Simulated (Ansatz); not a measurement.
# linear Sr chain: one chain at several levels of theory

Wanted: the relaxed geometry and the open channels of the linear Sr chain, by several methods.

Calculated with Ansatz 0.2.0; DFT PBE, plane waves, PAW; relaxation of a chain's period, in the first sound run; inputs show where later runs differ.

Report form: the programs' logs are mostly left out.

### Step 1. Starting point

The cell holds 1 atom: 1 Sr. Its edges and angles: a = 12.000 Å, b = 12.000 Å, c = 3.627 Å, α = 90.0°, β = 90.0°, γ = 90.0°. Vacuum lies along a and b. The structure's axis is c.

### Step 2. Relaxing the period, level PBE, cutoff 420 eV

Band widths follow the bond lengths, so the chain is relaxed first. The atoms and the third cell vector are free; the box across stays fixed as vacuum. Moments are seeded so that a magnetic state can form if it lies lower. A Fermi-Dirac smearing is set since the result may be a metal. The pressure printed is a third of the stress's trace over the whole box, vacuum included; only the stress along the axis is relaxed.

input.yaml

```yaml
crystal:
  lattice:
    - [12.0, 0.0, 0.0]
    - [0.0, 12.0, 0.0]
    - [0.0, 0.0, 3.627]
  atoms:
    - { symbol: Sr, position: [0.5, 0.5, 0.0], spin: 0.5 }
magnetization:
  spin_polarized: true
kpoints:
  mp_grid: { grid: [1, 1, 23] }
scf:
  occupations: { method: fermi_dirac, width: 0.05 }
hamiltonian:
  xc: pbe
relax:
  cell: { fix: [a, b, alpha, beta, gamma] }
  max_steps: 60
```

Command:

```bash
$ ansatz run input.yaml --threads 8 --pin off --max-ram 16384MiB --backend cpu --events-out ev --progress --plain --runs-dir out
```

Elapsed: 17 s, on 8 threads of Arm Neoverse V1, shared host; peak memory 0.91 GiB.

The steps of the relaxation:

```tsv
step	energy less that of the first step (eV)	largest force component (eV/Å)	pressure (GPa)	volume (Å³)
1	0.0000	0.0000	0.22	522.29
2	-0.0400	0.0000	0.20	532.32
3	-0.1266	0.0000	0.16	558.41
4	-0.1911	0.0000	0.11	584.52
5	-0.2359	0.0000	0.06	609.98
6	-0.2562	0.0000	0.01	635.44
7	-0.2578	0.0000	0.00	642.24
8	-0.2581	0.0000	0.00	646.66
9*	-0.2591	0.0000	0.00	646.66
```

Relaxation steps marked * repeat the geometry before them on a plane-wave basis chosen anew for their cell, so energy and pressure can jump there.

```tsv
cell as run	before	after	change
c (Å)	3.627	4.491	+23.8 %
```

Final coordinates:

```xyz
1
Lattice="12.0000 0.0000 0.0000 0.0000 12.0000 0.0000 0.0000 0.0000 4.4907" Properties=species:S:1:pos:R:3
Sr    6.0000    6.0000    0.0000
```

Numbers from this step:

* energy at zero smearing: -3542.8551 eV
* cell length along the wire: 4.491 Å

The cell's length comes to 4.491 Å with no moment. That is +24 % against the start, more than a small adjustment.

The cell grew by 23.8 % in its periodic edges.

### Step 3. The perfect wire, level PBE, k-mesh 1×1×18

This step: DFT PBE, plane waves, PAW; channels and complex bands of a perfect chain (Ansatz 0.2.0).

At the relaxed period the Bloch states of the perfect chain are found at each energy: those that move forward count the open channels, and those that decay describe how a disturbance dies away inside the wire itself. An energy step of 0.035 eV is under the 0.039 eV that the program asks for its thermal average at 300 K.

input.yaml

```yaml
crystal:
  lattice:
    - [12.0, 0.0, 0.0]
    - [0.0, 12.0, 0.0]
    - [0.0, 0.0, 4.4907085734]
  atoms:
    - { symbol: Sr, position: [0.5, 0.5, 0.0] }
kpoints:
  mp_grid: { grid: [1, 1, 18] }
  band_path: { path: ["Γ", Z], npoints: 60 }
scf:
  occupations: { method: fermi_dirac, width: 0.05 }
hamiltonian:
  xc: pbe
output:
  transmission:
    e_range: [-2, 2]
    de: 0.035
    kmesh: [1, 1]
    reduced_basis: true
    leads: [[0, 0]]
  dos: { projected: true, e_range: [-6, 4] }
  write_potential: true
  write_density: true
  volumetric_format: npy
  elf: true
```

The job ended after 1.9 min (8 threads; peak memory 1.4 GiB; 11 min of CPU time).

Numbers from this step:

* energy at zero smearing: -3542.8544 eV
* channels at the energy nearest the Fermi level, one spin: 0
* conductance of the lead as this run defines it: 0.002572 G₀
* slowest decay in the lead at the energy nearest the Fermi level: 0.0381 Å⁻¹
* band gap: 0.3441 eV

Table of open channels of the lead, one spin by energy, zero at the Fermi level:

```tsv
energy (eV)	open channels of the lead, one spin
-2.000	1
-1.895	1
-1.790	1
-1.685	1
-1.615	1
-1.510	1
-1.405	1
-1.300	1
-1.195	1
-1.090	1
-0.985	1
-0.915	1
-0.810	1
-0.705	1
-0.600	1
-0.495	1
-0.390	1
-0.285	1
-0.215	1
-0.110	0
-0.005	0
0.100	0
0.205	1
0.310	1
0.415	3
0.485	1
0.590	2
0.695	2
0.800	0
0.905	2
1.010	2
1.115	2
1.185	2
1.290	2
1.395	0
1.500	0
1.605	0
1.710	0
1.815	0
1.885	1
```

The slowest values at each energy, most degenerate partners merged, listed up to 1.5 1/Å. Im kz of the slowest decaying states against energy, zero at the Fermi level:

```tsv
energy (eV)	decay 1 (Å⁻¹)	decay 2 (Å⁻¹)	decay 3 (Å⁻¹)	decay 4 (Å⁻¹)
-2.0000	0.780	0.837	0.932	0.952
-1.7550	0.742	0.805	0.894	0.915
-1.5100	0.703	0.771	0.853	0.877
-1.2650	0.661	0.734	0.809	0.835
-0.9850	0.609	0.687	0.756	0.785
-0.7400	0.561	0.641	0.704	0.737
-0.4950	0.507	0.589	0.647	0.685
-0.2500	0.446	0.527	0.580	0.627
-0.0050	0.0381	0.372	0.448	0.498
0.2400	0.274	0.322	0.378	0.48
0.4850	0.0632	0.118	0.376	0.405
0.7650	0.163	0.213	0.316	0.580
1.0100	0.147	0.332	0.516	0.689
1.2550	0.191	0.317	0.442	0.632
1.5000	0.212	0.216	0.218	0.278
1.7450	0.202	0.206	0.223	0.310
```

The electronic bands at the labelled points (eV, zero at the Fermi level):

```tsv
point	band 5	band 6	band 7	band 8	band 9
Γ	-2.12	0.44	0.44	0.50	0.83
halfway	-1.50	0.47	0.47	0.77	1.06
Z	-0.17	0.18	0.41	0.41	1.34
```

ELF in the ca plane at fractional y = 0.500, with atoms of Sr within 0.2 Å of it. It is the smooth field of the valence electrons, not physical close to the nuclei.

Values, 24 rows by 14 columns, each cell a mean:
```
0.00 0.00 0.00 0.00 0.00 0.00 0.00 0.00 0.00 0.00 0.00 0.00 0.00 0.00
0.01 0.01 0.01 0.00 0.00 0.00 0.00 0.00 0.00 0.00 0.00 0.00 0.01 0.01
0.03 0.03 0.02 0.01 0.00 0.00 0.00 0.00 0.00 0.00 0.01 0.01 0.02 0.03
0.12 0.09 0.06 0.03 0.02 0.01 0.01 0.00 0.01 0.01 0.02 0.04 0.07 0.11
0.34 0.29 0.20 0.11 0.06 0.03 0.02 0.02 0.02 0.04 0.07 0.15 0.24 0.32
0.62 0.56 0.44 0.28 0.17 0.09 0.06 0.06 0.07 0.12 0.20 0.35 0.49 0.59
0.76 0.73 0.65 0.51 0.38 0.26 0.20 0.18 0.22 0.30 0.42 0.58 0.68 0.74
0.51 0.53 0.55 0.56 0.54 0.48 0.43 0.42 0.45 0.50 0.55 0.56 0.54 0.52
0.13 0.14 0.17 0.28 0.45 0.61 0.68 0.69 0.66 0.56 0.38 0.22 0.15 0.13
0.47 0.38 0.20 0.11 0.21 0.53 0.78 0.83 0.71 0.39 0.15 0.12 0.27 0.43
0.81 0.83 0.73 0.31 0.13 0.35 0.78 0.87 0.63 0.21 0.15 0.50 0.79 0.83
0.20 0.61 0.85 0.58 0.18 0.27 0.74 0.87 0.56 0.17 0.27 0.77 0.81 0.43
0.48 0.74 0.84 0.50 0.16 0.29 0.76 0.87 0.58 0.18 0.22 0.71 0.83 0.64
0.81 0.75 0.53 0.19 0.14 0.41 0.79 0.86 0.67 0.26 0.12 0.32 0.63 0.79
0.23 0.17 0.12 0.14 0.30 0.59 0.76 0.78 0.71 0.47 0.23 0.11 0.13 0.20
0.22 0.24 0.30 0.41 0.52 0.59 0.60 0.59 0.60 0.57 0.49 0.36 0.28 0.23
0.67 0.67 0.64 0.58 0.49 0.39 0.32 0.31 0.34 0.43 0.52 0.61 0.66 0.67
0.74 0.69 0.59 0.43 0.29 0.18 0.13 0.12 0.15 0.22 0.33 0.50 0.64 0.72
0.51 0.45 0.33 0.20 0.11 0.06 0.04 0.03 0.04 0.07 0.14 0.25 0.38 0.48
0.24 0.20 0.13 0.07 0.04 0.02 0.01 0.01 0.01 0.02 0.05 0.09 0.16 0.22
0.07 0.06 0.04 0.02 0.01 0.00 0.00 0.00 0.00 0.01 0.01 0.03 0.05 0.06
0.02 0.02 0.01 0.01 0.00 0.00 0.00 0.00 0.00 0.00 0.00 0.01 0.01 0.02
0.01 0.01 0.00 0.00 0.00 0.00 0.00 0.00 0.00 0.00 0.00 0.00 0.00 0.01
0.00 0.00 0.00 0.00 0.00 0.00 0.00 0.00 0.00 0.00 0.00 0.00 0.00 0.00
```
Columns run along c (4.5 Å), rows up along a (12.0 Å). Atoms in or near the plane, at fractional coordinates: Sr at (0.00, 0.50).

Valence density in the ca plane at fractional y = 0.500, with atoms of Sr within 0.2 Å of it. It is the smooth field of the valence electrons, not physical close to the nuclei.

Ten steps, logarithmic in the rise over the least value, from '0' (0.0 e/Å³) to '9' (2.5 e/Å³), each cell a mean:
```
00000000000000
00000000000000
00000000000000
00000000000000
00000000000000
00000000000000
00000000000000
11000000000001
22111111111112
54322111112345
98743222223689
99963222234799
99863222224799
87632222223468
33221111111223
11111100111111
00000000000000
00000000000000
00000000000000
00000000000000
00000000000000
00000000000000
00000000000000
00000000000000
```
Columns run along c (4.5 Å), rows up along a (12.0 Å). Atoms in or near the plane, at fractional coordinates: Sr at (0.00, 0.50).

Electrostatic potential energy in the ca plane at fractional y = 0.500, with atoms of Sr within 0.2 Å of it. With pseudopotentials it is smooth inside the atoms' cores, unlike the true potential.

Values in eV, 24 rows by 14 columns, each cell a mean:
```
  1   1   1   1   1   1   1   1   1   1   1   1   1   1
  1   1   1   1   1   1   1   1   1   1   1   1   1   1
  1   1   1   1   1   1   1   1   1   1   1   1   1   1
  1   1   1   1   1   1   1   1   1   1   1   1   1   1
  1   1   1   1   1   1   1   1   1   1   1   1   1   1
  1   1   1   1   1   1   1   1   1   1   1   1   1   1
  0   0   0   0   1   1   1   1   1   1   0   0   0   0
 -1  -1  -1   0   0   0   1   1   1   0   0   0  -1  -1
 -4  -4  -3  -2  -1   0   0   1   0   0  -1  -2  -3  -4
-13 -11  -8  -4  -2  -1   0   0   0  -1  -3  -6  -9 -12
-45 -40 -23 -10  -5  -2   0   0  -1  -3  -6 -14 -30 -43
-52 -52 -42 -16  -7  -3  -1   0  -1  -4  -9 -25 -49 -52
-52 -51 -37 -14  -6  -2  -1   0  -1  -4  -8 -21 -45 -52
-31 -26 -15  -8  -4  -1   0   0  -1  -2  -5 -10 -19 -29
 -8  -7  -5  -3  -2   0   0   0   0  -1  -2  -4  -6  -7
 -2  -2  -2  -1   0   0   1   1   0   0   0  -1  -2  -2
  0   0   0   0   0   1   1   1   1   1   0   0   0   0
  0   0   0   1   1   1   1   1   1   1   1   0   0   0
  1   1   1   1   1   1   1   1   1   1   1   1   1   1
  1   1   1   1   1   1   1   1   1   1   1   1   1   1
  1   1   1   1   1   1   1   1   1   1   1   1   1   1
  1   1   1   1   1   1   1   1   1   1   1   1   1   1
  1   1   1   1   1   1   1   1   1   1   1   1   1   1
  1   1   1   1   1   1   1   1   1   1   1   1   1   1
```
Columns run along c (4.5 Å; values clipped at the 3rd and 97th percentile), rows up along a (12.0 Å). Atoms in or near the plane, at fractional coordinates: Sr at (0.00, 0.50).

By hand: the program gives 1.3841 × 10^11 S/m² over the cell's cross-section of 144.00 Å² = 1.440 × 10^-18 m², so one cell conducts 1.993 × 10^-7 S. Divided by G0 = 2e²/h = 7.748 × 10^-5 S this is 0.00257 G0, a resistance of 5017 kΩ.

At the computed energy nearest the Fermi level there are 0 channels a spin, and the thermal average gives 0.00257 G₀; the gap is 0.34 eV.

### Step 4. Relaxation of atoms and period

This step: DFT LDA, plane waves, PAW; relaxation of a chain's period (Ansatz 0.2.0).

The relaxation is repeated under another functional. LDA has no gradient terms and tends to overbind, so it marks the short end of the likely bond lengths.

input.yaml

```yaml
crystal:
  lattice:
    - [12.0, 0.0, 0.0]
    - [0.0, 12.0, 0.0]
    - [0.0, 0.0, 3.627]
  atoms:
    - { symbol: Sr, position: [0.5, 0.5, 0.0], spin: 0.5 }
magnetization:
  spin_polarized: true
kpoints:
  mp_grid: { grid: [1, 1, 23] }
scf:
  occupations: { method: fermi_dirac, width: 0.05 }
hamiltonian:
  xc: lda
relax:
  cell: { fix: [a, b, alpha, beta, gamma] }
  max_steps: 60
```

Wall time 12 s (8 threads); peak memory 0.82 GiB; 86 s of CPU time.

The steps of the relaxation:

```tsv
step	energy less that of the first step (eV)	largest force component (eV/Å)	pressure (GPa)	volume (Å³)
1	0.0000	0.0000	0.18	522.29
2	-0.0273	0.0000	0.16	530.74
3	-0.0960	0.0000	0.13	556.20
4	-0.1461	0.0000	0.09	581.66
5	-0.1808	0.0000	0.04	607.77
6	-0.1911	0.0000	0.00	633.24
7*	-0.1918	0.0000	0.00	633.24
```

Relaxation steps marked * repeat the geometry before them on a plane-wave basis chosen anew for their cell, so energy and pressure can jump there.

```tsv
cell as run	before	after	change
c (Å)	3.627	4.397	+21.2 %
```

The relaxed structure:

```xyz
1
Lattice="12.0000 0.0000 0.0000 0.0000 12.0000 0.0000 0.0000 0.0000 4.3975" Properties=species:S:1:pos:R:3
Sr    6.0000    6.0000    0.0000
```

The cell's length comes to 4.397 Å, -2.1 % against the first run, with no moment. That is +21 % against the start, more than a small adjustment.

The cell grew by 21.2 % in its periodic edges.

### Step 5. The perfect wire, level LDA, k-mesh 1×1×19

This step: DFT LDA, plane waves, PAW; channels and complex bands of a perfect chain (Ansatz 0.2.0).

The channels are counted again under LDA, at the period that it gave.

input.yaml

```yaml
crystal:
  lattice:
    - [12.0, 0.0, 0.0]
    - [0.0, 12.0, 0.0]
    - [0.0, 0.0, 4.3974698993]
  atoms:
    - { symbol: Sr, position: [0.5, 0.5, 0.0] }
kpoints:
  mp_grid: { grid: [1, 1, 19] }
  band_path: { path: ["Γ", Z], npoints: 60 }
scf:
  occupations: { method: fermi_dirac, width: 0.05 }
hamiltonian:
  xc: lda
output:
  transmission:
    e_range: [-2, 2]
    de: 0.035
    kmesh: [1, 1]
    reduced_basis: true
    leads: [[0, 0]]
  dos: { projected: true, e_range: [-6, 4] }
```

The job ended after 1.8 min (8 threads; peak memory 1.3 GiB; 10 min of CPU time).

At the computed energy nearest the Fermi level there are 0 channels a spin, and the thermal average gives 4.4e-4 G₀; the gap is 0.44 eV.

### Step 6. The relaxed wire

This step: DFT RPBE, plane waves, PAW; relaxation of a chain's period (Ansatz 0.2.0).

The relaxation is repeated under another functional. RPBE strengthens the exchange enhancement and tends to longer, weaker bonds than PBE.

input.yaml

```yaml
crystal:
  lattice:
    - [12.0, 0.0, 0.0]
    - [0.0, 12.0, 0.0]
    - [0.0, 0.0, 3.627]
  atoms:
    - { symbol: Sr, position: [0.5, 0.5, 0.0], spin: 0.5 }
magnetization:
  spin_polarized: true
kpoints:
  mp_grid: { grid: [1, 1, 23] }
scf:
  occupations: { method: fermi_dirac, width: 0.05 }
hamiltonian:
  xc: rpbe
relax:
  cell: { fix: [a, b, alpha, beta, gamma] }
  max_steps: 60
```

It took 20 s on 8 threads; peak memory 0.89 GiB; 2.4 min of CPU time.

The steps of the relaxation:

```tsv
step	energy less that of the first step (eV)	largest force component (eV/Å)	pressure (GPa)	volume (Å³)
1	0.0000	0.0000	0.24	522.29
2	-0.0480	0.0000	0.22	533.51
3	-0.1423	0.0000	0.16	559.26
4	-0.2119	0.0000	0.12	584.72
5	-0.2619	0.0000	0.08	610.19
6	-0.2883	0.0000	0.03	635.65
7	-0.2926	0.0000	0.01	646.69
8	-0.2935	0.0000	0.00	653.77
9*	-0.2946	0.0000	0.00	653.77
```

Relaxation steps marked * repeat the geometry before them on a plane-wave basis chosen anew for their cell, so energy and pressure can jump there.

```tsv
cell as run	before	after	change
c (Å)	3.627	4.540	+25.2 %
```

The relaxed structure:

```xyz
1
Lattice="12.0000 0.0000 0.0000 0.0000 12.0000 0.0000 0.0000 0.0000 4.5401" Properties=species:S:1:pos:R:3
Sr    6.0000    6.0000    0.0000
```

The cell's length comes to 4.540 Å, +1.1 % against the first run, with no moment. That is +25 % against the start, more than a small adjustment.

The cell grew by 25.2 % in its periodic edges.

### Step 7. The perfect wire, level RPBE, k-mesh 1×1×18

This step: DFT RPBE, plane waves, PAW; channels and complex bands of a perfect chain (Ansatz 0.2.0).

The channels are counted again under RPBE, at the period that it gave.

input.yaml

```yaml
crystal:
  lattice:
    - [12.0, 0.0, 0.0]
    - [0.0, 12.0, 0.0]
    - [0.0, 0.0, 4.5400855222]
  atoms:
    - { symbol: Sr, position: [0.5, 0.5, 0.0] }
kpoints:
  mp_grid: { grid: [1, 1, 18] }
  band_path: { path: ["Γ", Z], npoints: 60 }
scf:
  occupations: { method: fermi_dirac, width: 0.05 }
hamiltonian:
  xc: rpbe
output:
  transmission:
    e_range: [-2, 2]
    de: 0.035
    kmesh: [1, 1]
    reduced_basis: true
    leads: [[0, 0]]
  dos: { projected: true, e_range: [-6, 4] }
```

Elapsed: 2 min, on 8 threads; peak memory 1.5 GiB; 11 min of CPU time.

At the computed energy nearest the Fermi level there are 0 channels a spin, and the thermal average gives 0.00825 G₀; the gap is 0.28 eV.

Between step 3 and this run (RPBE and another cell) the value for the conductance of the lead as this run defines it moves from 0.00257 G₀ to 0.00825 G₀ (+221 %).

### Step 8. Relaxation of atoms and period

This step: DFT PBEsol, plane waves, PAW; relaxation of a chain's period (Ansatz 0.2.0).

The relaxation is repeated under another functional. PBEsol weakens PBE's gradient terms and usually lands between LDA and PBE.

input.yaml

```yaml
crystal:
  lattice:
    - [12.0, 0.0, 0.0]
    - [0.0, 12.0, 0.0]
    - [0.0, 0.0, 3.627]
  atoms:
    - { symbol: Sr, position: [0.5, 0.5, 0.0], spin: 0.5 }
magnetization:
  spin_polarized: true
kpoints:
  mp_grid: { grid: [1, 1, 23] }
scf:
  occupations: { method: fermi_dirac, width: 0.05 }
hamiltonian:
  xc: pbesol
relax:
  cell: { fix: [a, b, alpha, beta, gamma] }
  max_steps: 60
```

Wall time 16 s (8 threads); peak memory 0.89 GiB; 1.9 min of CPU time.

The steps of the relaxation:

```tsv
step	energy less that of the first step (eV)	largest force component (eV/Å)	pressure (GPa)	volume (Å³)
1	0.0000	0.0000	0.19	522.29
2	-0.0317	0.0000	0.18	531.18
3	-0.1068	0.0000	0.14	556.64
4	-0.1635	0.0000	0.09	582.76
5	-0.2018	0.0000	0.05	608.22
6	-0.2169	0.0000	0.00	633.68
7	-0.2173	0.0000	0.00	638.03
8*	-0.2181	0.0000	0.00	638.03
```

Relaxation steps marked * repeat the geometry before them on a plane-wave basis chosen anew for their cell, so energy and pressure can jump there.

```tsv
cell as run	before	after	change
c (Å)	3.627	4.431	+22.2 %
```

Final coordinates:

```xyz
1
Lattice="12.0000 0.0000 0.0000 0.0000 12.0000 0.0000 0.0000 0.0000 4.4308" Properties=species:S:1:pos:R:3
Sr    6.0000    6.0000    0.0000
```

The cell's length comes to 4.431 Å, -1.3 % against the first run, with no moment. That is +22 % against the start, more than a small adjustment.

The cell grew by 22.2 % in its periodic edges.

[end of part 1 of 2]

[Logs are printed without paths, hosts, clocks, repeated set-up lines and the standing remarks that a program may print on its own settings, such as how far it seeks lower states.]

[Hosts, paths, dates, database ids (printed as entryN), source tags and the programs' standing remarks are cut or masked in the printed files.]
